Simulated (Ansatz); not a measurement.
## Optical response of PbO (Litharge)

What colour and refractive index does PbO (Litharge) have at this level of theory? The cell comes from an older database entry, whose edges can differ from later determinations, mostly by under a per cent.

Calculated with Ansatz 0.2.0; DFT, PBE, plane-wave PAW, default files, scalar-relativistic, independent-particle optical response without local fields.

The database entry behind the starting cell differs from later determinations by our own check (an axis about 0.4 % long against later determinations), so it need not match the best structure at ambient conditions.

### 1. Starting point

It takes space group P4/nmm (No. 129, tetragonal). The conventional cell has a = 3.990 Å, b = 3.990 Å, c = 5.010 Å, α = 90.00°, β = 90.00°, γ = 90.00°. Pb has 4 O at 2.33 Å nearest. Nearest to O lie 4 Pb at 2.33 Å. Farther neighbours and most contacts between anions are not listed.

### 2. Ground state and bands

First the ground state: is it a metal or has it a gap?

This step: DFT, PBE, plane-wave PAW, default files, scalar-relativistic, ground state (Ansatz 0.2.0).

input.yaml reads:

```yaml
crystal:
  lattice:
    - [3.99, 0.0, 0.0]
    - [0.0, 3.99, 0.0]
    - [0.0, 0.0, 5.01]
  atoms:
    - { symbol: Pb, position: [0.5, 0.0, 0.76] }
    - { symbol: Pb, position: [0.0, 0.5, 0.24] }
    - { symbol: O, position: [0.5, 0.5, 0.0] }
    - { symbol: O, position: [0.0, 0.0, 0.0] }
kpoints:
  mp_grid: { grid: [6, 6, 5] }
  band_path:
    path:
      - [[0.0, 0.0, 0.0], [0.0, 0.5, 0.0], [0.5, 0.5, 0.0], [0.0, 0.0, 0.0], [0.0, 0.0, 0.5], [0.0, 0.5, 0.5], [0.5, 0.5, 0.5], [0.0, 0.0, 0.5]]
      - [[0.0, 0.5, 0.0], [0.0, 0.5, 0.5]]
      - [[0.5, 0.5, 0.0], [0.5, 0.5, 0.5]]
    npoints: 6
scf:
  occupations: { method: fermi_dirac, width: 0.05 }
  n_extra_bands: 8
hamiltonian:
  xc: pbe
  pseudopotentials: { kind: paw }
output:
  forces: true
  stress: true
  populations: true
  write_bands: true
  write_density: true
  write_potential: true
  elf: true
  volumetric_format: npy
```

The run is started by

```sh
$ ansatz run input.yaml --threads 4 --pin off --max-ram 8192MiB --backend cpu --events-out ev --progress --plain --runs-dir out
```

Numbers of over 12 decimals in the logs are rounded to 6 here.

Log:

```text
scf.n_extra_bands = 8 over 20 filled bands (N_el = 40.0): the run solves 28 bands
Engine: ansatz 0.2.0, aarch64-unknown-linux-gnu
Pseudopotentials: kind: paw
Pseudopotential: Pb, paw, valence charge 14, recommended cutoff 420 eV (normal), Pb.paw.azcp
Pseudopotential: O, paw, valence charge 6, recommended cutoff 420 eV (normal), O.paw.azcp
Functional definition: PBE
  parameter kappa = 0.804
  parameter beta = 0.066725
  exchange = pbe_x(kappa = kappa, mu = beta*pi^2/3)
  correlation = pbe_c(beta = beta)
Crystal: 4 atoms, lattice volume = 79.760 Å³
Basis set: ecut = 420 eV, 1569 PW (Γ), exchange–correlation on 54×54×72 points (8 copies of the dense FFT grid, shifted against one another)
Bands: 28, of which v1, the nominal top of the filled ones, is band 20 counted from 1 (19 counted from 0)
Symmetry: 16 space group operations
Space group: P4/nmm (ITA 129), of the structure as read, at distance tolerance 4.3e-5 Å
k-points: 30 of 180
Non-local potential: Pb, projectors of the file, l = 0: 2, l = 1: 2, l = 2: 2, l = 3: 2
Non-local potential: O, projectors of the file, l = 0: 2, l = 1: 2, l = 2: 1
PAW form: soft (Blöchl's): semilocal exchange-correlation on the pseudo side does not see the compensation charge
PAW one-centre angular grid: Pb, 590 points (default); XC on 64 Gauss nodes
PAW one-centre angular grid: O, 110 points (default); XC on 64 Gauss nodes
Initial density: superposition of atomic densities (neutral atoms: chi_scale 0, normalization atom), corrected by the library's trained network
Initial wavefunctions: pseudopotential atomic-orbital guess
Functional: x = pbe(κ = 0.804, μ = 0.219515), c = pbe(β = 0.066725)
SCF iter   1: F=—  HF=-24947.069041 eV  |F-HF|=—  |Δ(HF+E_count)|=         —  Δρ=1.56e-3  dr2=1.53e-3  ethr=1.77e-3  ⟨swp⟩=6.9  Hψ=3996  notcnv=0  defer=4
preconditioner: auto → Resta (q_TF=auto, 2.432 Å⁻¹)  ε∞=3.3  [insulator: Δε(μ)=1.148 eV  Ē_g=17.383 eV  σ=0.050 eV  W_gap=1.00  n_scr=18 (ndim 8)  ℏωp=26.3 eV  f_vac=0.035  D(μ)=0.00/eV (n_scr^D=0)  ε∞_Penn≈3.3]
SCF iter   2: F=—  HF=-24947.070296 eV  |F-HF|=—  |Δ(HF+E_count)|=   1.25e-3  Δρ=7.39e-4  dr2=2.09e-4  ethr=3.84e-6  ⟨swp⟩=2.7  Hψ=1787  notcnv=0  defer=34
SCF iter   3: F=—  HF=-24947.070461 eV  |F-HF|=—  |Δ(HF+E_count)|=   1.65e-4  Δρ=3.11e-4  dr2=5.70e-5  ethr=5.23e-7  ⟨swp⟩=2.7  Hψ=1337  notcnv=0  defer=34
SCF iter   4: F=—  HF=-24947.070445 eV  |F-HF|=—  |Δ(HF+E_count)|=   1.63e-5  Δρ=1.23e-4  dr2=7.59e-6  ethr=1.42e-7  ⟨swp⟩=2.0  Hψ=969  notcnv=0  defer=34
SCF iter   5: F=—  HF=-24947.070449 eV  |F-HF|=—  |Δ(HF+E_count)|=   4.52e-6  Δρ=2.25e-5  dr2=4.66e-7  ethr=1.90e-8  ⟨swp⟩=2.0  Hψ=1012  notcnv=0  defer=34
SCF iter   6: F=-24947.070450 eV  HF=-24947.070450 eV  |F-HF|=4.91e-8  |Δ(HF+E_count)|=   5.51e-7  Δρ=6.20e-6  dr2=4.13e-8  ethr=2.50e-10  ⟨swp⟩=14.1  Hψ=6605  notcnv=0
SCF 1 converged in 6 iterations: F = -24947.070450 eV  dr2 = 4.13e-8
  greatest PAW one-centre occupation: 0.983 electrons in one spin orbital (limit 2), on the Pb atom at site 1 (counted from 0), in its partial waves of l = 2
NSCF: frozen V_eff on 57 k-points
SCF converged after 6 iterations
Free energy (F): -24947.070450 eV
Harris-Foulkes:  -24947.070450 eV  (|F-HF|=4.91e-8)
Internal energy: -24947.070449 eV  (E = F + TS)
E sigma→0 (E₀):  -24947.070450 eV
Entropy (-TS):   -0.000000 eV (-0.000 meV/atom)
Fermi energy:    9.062757 eV
--- Per-component energies (eV) ---
  E_band       = -104.779000
  E_kinetic    = 927.716067
  E_local      = -3095.312164  (includes V_loc(G=0)·N_el)
  E_nonlocal   = 798.280746
  E_hartree    = 1230.193192
  E_xc         = -588.565727
  E_vxc        = -452.566062  (∫ρ·V_xc dr)
  E_paw        = -21129.017425  (= ΣΔE_a)
  E_vpaw       = -743.280102  (= ΣTr[D̂ρ^β])
  E_aug_tail   = 0.004830  (compensation charges beyond the density's cutoff)
  E_ewald      = -3090.369968
  E_smearing   = -0.000000  (= −TS)
  E_closure    = -0.000000  (closes the sum)
  Σ components = -24947.070450   (vs F -24947.070450, Δ=0.00e0)
--- Forces (eV/Å), atoms counted from 1 ---
  atom   1  Pb     0.00000000     0.00000000     0.01118703
  atom   2  Pb     0.00000000     0.00000000    -0.01118703
  atom   3  O      0.00000000     0.00000000    -0.00000000
  atom   4  O      0.00000000     0.00000000     0.00000000
  max |Σ_I F_I| component: 1.73e-18 eV/Å
--- Stress (GPa, compression-positive) ---
        3.362844       0.000000       0.000000
        0.000000       3.362844       0.000000
        0.000000       0.000000       2.208825
  P = ⅓ Tr σ = 2.9782 GPa (29.782 kbar)
--- Band table (eV; the first three rows and the last of 30) ---
  k-point 0: bands = [... 16 lower, 6.8217, 6.9045, 6.9045, 8.4724, 10.9004, 14.0129, 14.0129, 14.0870, ... 4 higher]
  k-point 1: bands = [... 16 lower, 6.8070, 6.8959, 6.8959, 8.2517, 10.6553, 13.2002, 13.2002, 13.7113, ... 4 higher]
  k-point 2: bands = [... 16 lower, 6.7843, 6.8789, 6.8789, 7.6703, 10.5273, 12.5072, 12.5072, 12.8538, ... 4 higher]
  k-point 29: bands = [... 16 lower, 6.2680, 6.2680, 7.5109, 7.5109, 11.4588, 11.4588, 13.7141, 13.7141, ... 4 higher]
--- Löwdin populations: 4 sites ---
  site symbol       q [e]
     0     Pb     13.1825
     1     Pb     13.1825
     2      O      6.7446
     3      O      6.7446
  spilling = 0.003641 (of n_electrons = 40.000000)
```

The job ended after 2 s (4 threads of Arm Neoverse V2, shared host; peak memory 0.36 GiB; 7 s of CPU time).

Numbers from this step:

| Property | Result |
| --- | --- |
| free energy | -24947.0704 eV |
| Fermi energy | 9.063 eV |
| gap by band count | 1.150 eV |
| electrons | 40 |
| symmetry operations | 16 |
| pressure | 2.978 GPa |
| volume | 79.76 Å³ |
| gap on the path | 1.145 eV |
| least direct gap on the path | 2.110 eV |

There is a gap, 1.14 eV on the path, so no carriers' term is needed. The cell is left with a pressure of 3.0 GPa and forces up to 0.01 eV/Å, as it stands unrelaxed at this level.

The electronic bands at the labelled points (eV, zero at the Fermi level; v1 is the highest filled band, c1 the lowest empty one):

| point | v4 | v3 | v2 | v1 | c1 | c2 | c3 | c4 |
| --- | --- | --- | --- | --- | --- | --- | --- | --- |
| Γ | -2.24 | -2.16 | -2.16 | -0.59 | 1.84 | 4.95 | 4.95 | 5.02 |
| halfway | -3.02 | -2.56 | -2.46 | -0.81 | 2.96 | 2.98 | 4.96 | 5.27 |
| X | -3.49 | -3.49 | -2.24 | -2.24 | 2.80 | 2.80 | 6.02 | 6.02 |
| halfway | -2.73 | -2.73 | -1.98 | -1.98 | 1.91 | 1.91 | 4.81 | 4.81 |
| M | -2.25 | -2.25 | -1.55 | -1.55 | 0.56 | 0.56 | 4.67 | 4.67 |
| halfway | -3.36 | -3.23 | -1.78 | -1.09 | 2.45 | 2.85 | 4.14 | 4.55 |
| Γ | -2.24 | -2.16 | -2.16 | -0.59 | 1.84 | 4.95 | 4.95 | 5.02 |
| halfway | -2.26 | -2.17 | -2.17 | -0.94 | 1.53 | 3.91 | 3.91 | 4.41 |
| Z | -2.28 | -2.19 | -2.19 | -1.53 | 1.47 | 3.35 | 3.35 | 3.64 |
| halfway | -2.85 | -2.58 | -1.70 | -1.51 | 1.70 | 2.56 | 3.97 | 5.95 |
| R | -3.46 | -3.46 | -1.57 | -1.57 | 2.49 | 2.49 | 5.65 | 5.65 |
| halfway | -2.25 | -2.25 | -2.06 | -2.06 | 2.84 | 2.84 | 3.99 | 3.99 |
| A | -2.85 | -2.85 | -1.55 | -1.55 | 2.82 | 2.82 | 4.18 | 4.18 |
| halfway | -3.28 | -2.16 | -1.77 | -1.64 | 1.89 | 3.06 | 3.28 | 5.77 |
| Z | -2.28 | -2.19 | -2.19 | -1.53 | 1.47 | 3.35 | 3.35 | 3.64 |
| jump to X | -3.49 | -3.49 | -2.24 | -2.24 | 2.80 | 2.80 | 6.02 | 6.02 |
| halfway | -3.48 | -3.48 | -1.86 | -1.86 | 2.64 | 2.64 | 5.83 | 5.83 |
| R | -3.46 | -3.46 | -1.57 | -1.57 | 2.49 | 2.49 | 5.65 | 5.65 |
| jump to M | -2.25 | -2.25 | -1.55 | -1.55 | 0.56 | 0.56 | 4.67 | 4.67 |
| halfway | -2.56 | -2.56 | -1.55 | -1.55 | 1.40 | 1.40 | 4.96 | 4.96 |
| A | -2.85 | -2.85 | -1.55 | -1.55 | 2.82 | 2.82 | 4.18 | 4.18 |

Valence density in the ac plane at fractional y = 0.000, with atoms of Pb and O within 0.2 Å of it. It is the smooth field of the valence electrons, not physical close to the nuclei.

Ten even steps from '0' (0.01 × 1e0 e/Å³) to '9' (9.35 × 1e0 e/Å³), each cell a mean:
```
64100000000025
22000122210012
00001356520000
00001489731000
00001378621000
00000234310000
00000011100000
00000000000000
00000000000000
00000000000000
00000000000000
00000000000000
00000000000000
00000000000000
11000000000001
53100000000014
75100000000026
```
Atoms in or near the plane, at fractional coordinates: Pb at (0.50, 0.76), O at (0.00, 0.00).

ELF in the ac plane at fractional y = 0.000, with atoms of Pb and O within 0.2 Å of it. It is the smooth field of the valence electrons, not physical close to the nuclei.

Ten even steps from '_' (0.00) to '@' (0.81), each cell a mean:
```
##@@@@++::--====--::::##@@%%
@@@@%%--::==--------::==@@@@
%%##==::--::..__..----::++##
==--::--==..______::==::::--
....::==++::______--++--....
__..--++++==::..::++++==::__
____--++**++++==++++++++::__
____::==******++******==..__
____..::++**######**==::____
________::==++**++--..______
__________..::::..__________
____________________________
--::..________________..::::
####++::..__________..--++##
@@@@%%++::__________::**%%@@
%%@@@@##--..______..==%%@@@@
==%%@@##--....::....==%%@@##
```
Atoms in or near the plane, at fractional coordinates: Pb at (0.50, 0.76), O at (0.00, 0.00).

### 3. Spectrum

With the density converged, the vertical transitions are summed over the zone.

This step: DFT, PBE, plane-wave PAW, default files, scalar-relativistic, independent-particle optical response without local fields (Ansatz 0.2.0).

input.yaml, the sections that differ from step 2:

```yaml
kpoints:
  mp_grid: { grid: [6, 6, 5] }
scf:
  occupations: { method: fixed }
output:
  optics:
    e_range: [0, 20]
    de: 0.05
    sigma: 0.1
    nscf_kmesh: { grid: [8, 8, 6] }
    bands: { spectra_wanted_up_to: 20 }
# crystal, hamiltonian: as in step 2
```

Log:

```text
[...]
Crystal: 4 atoms, lattice volume = 79.760 Å³
Basis set: ecut = 420 eV, 1569 PW (Γ)
Bands: 24, of which v1, the nominal top of the filled ones, is band 20 counted from 1 (19 counted from 0)
Symmetry: 16 space group operations
[...]
k-points: 30 of 180
[...]
SCF iter   1: F=—  HF=-24947.068909 eV  |F-HF|=—  |Δ(HF+E_count)|=         —  Δρ=1.53e-3  dr2=1.47e-3  ethr=1.77e-3  ⟨swp⟩=5.0  Hψ=2713  notcnv=0  defer=55
[...]
SCF iter   9: F=-24947.070484 eV  HF=-24947.070484 eV  |F-HF|=3.64e-12  |Δ(HF+E_count)|=  4.04e-10  Δρ=9.03e-8  dr2=7.85e-12  ethr=1.00e-12  ⟨swp⟩=4.5  Hψ=3230  notcnv=0
SCF 1 converged in 9 iterations: F = -24947.070484 eV  dr2 = 7.85e-12
[...]
NSCF: frozen V_eff on 60 k-points
output.optics: what the bands over the 62 summed would add to eps1, eps2 and the energy-loss function is held between a lower and an upper bound (7 Lanczos steps). eps1, eps2 and their loss function (loss_summed_bands) are given on every row as the summed bands alone make them. Along an axis, on a row where the two bounds hold the loss function to about 1 % of the greater of itself and 0.5 % of |1/eps|, its cell (loss_completed) is given, with the completed eps1 and eps2 that it is formed of (a cell that is left empty reads nan in the table and null in the record). The two bounds hold it so along every axis on all 401 rows up to 20.000 eV. [rest of the remark cut]
SCF converged after 9 iterations
Free energy (F): -24947.070484 eV
[...]
Internal energy: -24947.070484 eV  (E = F + TS)
E sigma→0 (E₀):  -24947.070484 eV
Fermi energy:    8.472503 eV
[...]
--- Band table (eV; the first three rows and the last of 30) ---
  k-point 0: bands = [... 16 lower, 6.8218, 6.9046, 6.9046, 8.4725, 10.9005, 14.0130, 14.0130, 14.0871]
  k-point 1: bands = [... 16 lower, 6.8071, 6.8960, 6.8960, 8.2519, 10.6554, 13.2003, 13.2003, 13.7114]
  k-point 2: bands = [... 16 lower, 6.7844, 6.8790, 6.8790, 7.6704, 10.5274, 12.5072, 12.5072, 12.8540]
  k-point 29: bands = [... 16 lower, 6.2681, 6.2681, 7.5110, 7.5110, 11.4589, 11.4589, 13.7142, 13.7142]
```

It took 23 s on 4 threads; peak memory 1.1 GiB; 89 s of CPU time.

This step gave:

```
electronic dielectric constant ε∞, mean over x, y and z (by symmetry where fewer were run)                                                          : 7.171
absorption onset, first axis (α over 10⁴ cm⁻¹, or the direct gap if that lies higher)                                                               : 2.142 eV
main peak of Im epsilon, first axis                                                                                                                 : 3.761 eV
photocurrent from vertical transitions in a film 500 nm thick on a perfect mirror (two passes), AM1.5G, no front reflection, all carriers collected : 11.33 mA/cm²
least direct gap on the mesh                                                                                                                        : 2.110 eV
bands summed                                                                                                                                        : 62
spectra valid up to                                                                                                                                 : 29.63 eV
program's estimate of the k-sum error in Im epsilon                                                                                                 : 0.05 %
electrons in the f-sum                                                                                                                              : 32.85
```

The Im ε has structure finer than the step of the table below, so its rows give means over 0.5 eV, whole bins alone (the curve runs from 0 to 20 eV). Peaks (eV: height): E ∥ x or y 3.75: 15.9; E ∥ z 4.45: 15.6, 7.10: 7.01.

The Im ε by photon energy; means over each step:

| photon energy (eV) | E ∥ x or y | E ∥ z |
| --- | --- | --- |
| 1.5 | 0 | 0 |
| 2.0 | 0.132 | 0.00143 |
| 2.5 | 0.892 | 1.06 |
| 3.0 | 3.37 | 3.02 |
| 3.5 | 10.4 | 6.29 |
| 4.0 | 14.0 | 9.68 |
| 4.5 | 11.1 | 13.5 |
| 5.0 | 6.83 | 7.42 |
| 5.5 | 5.84 | 5.70 |
| 6.0 | 5.79 | 5.10 |
| 6.5 | 6.52 | 4.34 |
| 7.0 | 4.70 | 6.43 |
| 7.5 | 2.98 | 4.23 |
| 8.0 | 2.39 | 2.23 |
| 8.5 | 2.70 | 1.77 |
| 9.0 | 2.57 | 1.64 |
| 9.5 | 2.35 | 1.57 |
| 10.0 | 3.03 | 2.07 |
| 10.5 | 2.41 | 2.63 |
| 11.0 | 1.55 | 2.56 |
| 11.5 | 1.11 | 1.60 |
| 12.0 | 0.887 | 1.09 |
| 12.5 | 0.842 | 0.973 |
| 13.0 | 0.845 | 0.998 |
| 13.5 | 0.997 | 0.648 |
| 14.0 | 1.05 | 0.617 |
| 14.5 | 1.50 | 1.03 |
| 15.0 | 1.50 | 1.31 |
| 15.5 | 1.39 | 1.22 |
| 16.0 | 1.09 | 0.727 |
| 16.5 | 0.916 | 0.595 |
| 17.0 | 0.744 | 0.580 |
| 17.5 | 0.719 | 0.567 |
| 18.0 | 0.911 | 0.691 |
| 18.5 | 0.950 | 1.12 |
| 19.0 | 0.934 | 1.21 |
| 19.5 | 0.772 | 0.984 |

Re ε against photon energy:

| photon energy (eV) | E ∥ x or y | E ∥ z |
| --- | --- | --- |
| 0.0 | 7.39 | 6.74 |
| 0.5 | 7.46 | 6.80 |
| 1.0 | 7.72 | 7.01 |
| 1.5 | 8.22 | 7.43 |
| 2.0 | 9.29 | 8.24 |
| 2.5 | 10.6 | 10.1 |
| 3.0 | 13.9 | 11.5 |
| 3.5 | 14.6 | 9.72 |
| 4.0 | 5.08 | 9.99 |
| 4.5 | -0.0523 | 1.90 |
| 5.0 | 0.00501 | -0.739 |
| 5.5 | 0.0306 | 0.726 |
| 6.0 | 1.89 | -0.359 |
| 6.5 | 0.212 | 1.61 |
| 7.0 | -2.05 | 0.575 |
| 7.5 | -0.966 | -1.87 |
| 8.0 | -0.324 | -1.27 |
| 8.5 | 0.507 | -0.256 |
| 9.0 | -0.488 | -0.0532 |
| 9.5 | 0.703 | 0.841 |
| 10.0 | 0.415 | 0.932 |
| 10.5 | -0.865 | 1.09 |
| 11.0 | -0.501 | -0.629 |
| 11.5 | -0.429 | -0.536 |
| 12.0 | 0.105 | -0.0691 |
| 12.5 | 0.321 | 0.207 |
| 13.0 | 0.653 | 0.0895 |
| 13.5 | 0.791 | 0.460 |
| 14.0 | 0.975 | 0.801 |
| 14.5 | 0.988 | 1.20 |
| 15.0 | 0.547 | 0.892 |
| 15.5 | 0.420 | 0.333 |
| 16.0 | 0.303 | 0.439 |
| 16.5 | 0.384 | 0.696 |
| 17.0 | 0.463 | 0.829 |
| 17.5 | 0.705 | 0.997 |
| 18.0 | 0.759 | 1.25 |
| 18.5 | 0.631 | 1.19 |
| 19.0 | 0.554 | 0.819 |
| 19.5 | 0.385 | 0.489 |
| 20.0 | 0.491 | 0.686 |

The loss function −Im 1/ε at q → 0 has structure finer than the step of the table below, so its rows give means over 1 eV, whole bins alone (the curve runs from 0 to 20 eV). Peaks (eV: height): E ∥ x or y 8.2: 0.445, 9.2: 0.510, 12.0: 1.12, 16.9: 1.02, 19.6: 1.10; E ∥ z 9.2: 0.679, 12.5: 1.02, 13.3: 1.23, 15.9: 1.12, 19.6: 0.919.

Table of loss function −Im 1/ε at q → 0 by energy loss; means over each step:

| energy loss (eV) | E ∥ x or y | E ∥ z |
| --- | --- | --- |
| 1 | 0 | 0 |
| 2 | 0.00247 | 0.00131 |
| 3 | 0.0171 | 0.0252 |
| 4 | 0.0601 | 0.0492 |
| 5 | 0.137 | 0.133 |
| 6 | 0.167 | 0.202 |
| 7 | 0.200 | 0.165 |
| 8 | 0.387 | 0.354 |
| 9 | 0.394 | 0.595 |
| 10 | 0.338 | 0.403 |
| 11 | 0.553 | 0.400 |
| 12 | 1.05 | 0.865 |
| 13 | 0.764 | 1.01 |
| 14 | 0.519 | 0.627 |
| 15 | 0.572 | 0.550 |
| 16 | 0.837 | 0.928 |
| 17 | 0.913 | 0.574 |
| 18 | 0.664 | 0.363 |
| 19 | 0.823 | 0.563 |

Refractive index n and extinction k against photon energy:

| photon energy (eV) | n, E ∥ x or y | k, E ∥ x or y | n, E ∥ z | k, E ∥ z |
| --- | --- | --- | --- | --- |
| 0 | 2.72 | 0 | 2.60 | 0 |
| 1 | 2.78 | 0 | 2.65 | 0 |
| 2 | 3.05 | 0.00276 | 2.87 | 0 |
| 3 | 3.75 | 0.391 | 3.40 | 0.315 |
| 4 | 3.16 | 2.22 | 3.47 | 1.43 |
| 5 | 1.80 | 1.80 | 1.81 | 2.00 |
| 6 | 1.98 | 1.43 | 1.50 | 1.62 |
| 7 | 1.23 | 1.89 | 1.91 | 1.75 |
| 8 | 1.01 | 1.16 | 0.802 | 1.38 |
| 9 | 1.01 | 1.22 | 0.875 | 0.905 |
| 10 | 1.31 | 1.14 | 1.27 | 0.825 |
| 11 | 0.738 | 1.02 | 1.00 | 1.28 |
| 12 | 0.705 | 0.626 | 0.720 | 0.766 |
| 13 | 0.927 | 0.454 | 0.745 | 0.682 |
| 14 | 1.09 | 0.461 | 0.947 | 0.311 |
| 15 | 1.03 | 0.712 | 1.11 | 0.589 |
| 16 | 0.843 | 0.638 | 0.792 | 0.433 |
| 17 | 0.810 | 0.440 | 0.959 | 0.302 |
| 18 | 0.992 | 0.475 | 1.15 | 0.281 |
| 19 | 0.910 | 0.524 | 1.08 | 0.592 |
| 20 | 0.798 | 0.382 | 0.911 | 0.380 |

The reflectivity at normal incidence has structure finer than the step of the table below, so its rows give means over 0.5 eV, whole bins alone (the curve runs from 0 to 20 eV). Peaks (eV: height): E ∥ x or y 4.50: 44.5, 7.00: 42.3, 8.90: 28.0, 10.65: 34.8, 11.40: 31.1, 15.70: 14.0; E ∥ z 4.50: 46.6, 5.90: 34.8, 7.75: 45.1, 11.05: 29.3, 13.00: 15.1, 15.55: 11.9, 19.50: 8.65.

Table of reflectivity at normal incidence by photon energy; means over each step:

| photon energy (eV) | E ∥ x or y (%) | E ∥ z (%) |
| --- | --- | --- |
| 0.5 | 21.6 | 19.9 |
| 1.0 | 22.2 | 20.4 |
| 1.5 | 23.3 | 21.5 |
| 2.0 | 25.7 | 23.5 |
| 2.5 | 28.5 | 27.0 |
| 3.0 | 34.1 | 30.8 |
| 3.5 | 40.0 | 32.2 |
| 4.0 | 43.1 | 36.8 |
| 4.5 | 43.3 | 45.0 |
| 5.0 | 35.5 | 39.0 |
| 5.5 | 31.8 | 30.5 |
| 6.0 | 28.7 | 31.1 |
| 6.5 | 35.5 | 23.3 |
| 7.0 | 41.2 | 34.9 |
| 7.5 | 33.5 | 42.3 |
| 8.0 | 24.5 | 38.6 |
| 8.5 | 19.2 | 23.5 |
| 9.0 | 24.9 | 18.0 |
| 9.5 | 16.7 | 10.2 |
| 10.0 | 22.8 | 12.9 |
| 10.5 | 32.5 | 16.4 |
| 11.0 | 28.2 | 27.4 |
| 11.5 | 27.0 | 26.9 |
| 12.0 | 14.7 | 19.4 |
| 12.5 | 9.12 | 12.0 |
| 13.0 | 5.46 | 13.2 |
| 13.5 | 5.51 | 6.65 |
| 14.0 | 5.16 | 2.83 |
| 14.5 | 8.56 | 4.75 |
| 15.0 | 11.1 | 7.74 |
| 15.5 | 12.3 | 11.3 |
| 16.0 | 11.7 | 7.63 |
| 16.5 | 9.40 | 3.49 |
| 17.0 | 6.82 | 2.40 |
| 17.5 | 4.19 | 1.83 |
| 18.0 | 5.19 | 2.43 |
| 18.5 | 6.34 | 5.24 |
| 19.0 | 7.20 | 7.04 |
| 19.5 | 7.72 | 7.49 |

At chosen wavelengths:

| wavelength (nm) | n xy | k xy | R (%) xy | 1/α xy | n z | k z | R (%) z | 1/α z |
| --- | --- | --- | --- | --- | --- | --- | --- | --- |
| 1064 | 2.80 | 0.000 | 22.5 | over 1 mm | 2.67 | 0.000 | 20.7 | over 1 mm |
| 800 | 2.88 | 0.000 | 23.5 | over 1 mm | 2.74 | 0.000 | 21.6 | over 1 mm |
| 633 | 3.02 | 0.001 | 25.3 | 56 µm | 2.85 | 0.000 | 23.1 | over 1 mm |
| 532 | 3.20 | 0.114 | 27.5 | 372 nm | 3.10 | 0.033 | 26.2 | 1.3 µm |
| 405 | 3.83 | 0.471 | 35.0 | 68 nm | 3.52 | 0.376 | 31.6 | 86 nm |
| 365 | 3.90 | 1.025 | 37.8 | 28 nm | 3.20 | 0.978 | 31.2 | 30 nm |
| 248 | 1.80 | 1.800 | 35.0 | 11 nm | 1.81 | 2.005 | 39.2 | 9.8 nm |

Through 1 µm of it, D65 light comes out orange (x = 0.557, y = 0.433; 25 % transmitted). A larger true gap would move the edge to shorter wavelengths and change the colour.

At 1064 nm the birefringence n(z) − n(x) is -0.133: the crystal is uniaxial negative at this level.

The f-sum over the summed bands holds 32.8 of the cell's 40 electrons outside the frozen cores, 24 of which lie in bands more than 12 eV below the Fermi level, whose transitions come at higher energies. Up to 20 eV the strength has a mean oscillator energy of 6.4 eV, well above the main peak, so higher transitions carry much of it.

(Part 1 of 2 ends here.)

[Logs are printed without paths, hosts, clocks, repeated set-up lines and the standing remarks that a program may print on its own settings, such as how far it seeks lower states.]

[Hosts, paths, dates, database ids (printed as entryN), source tags and the programs' standing remarks are cut or masked in the printed files.]
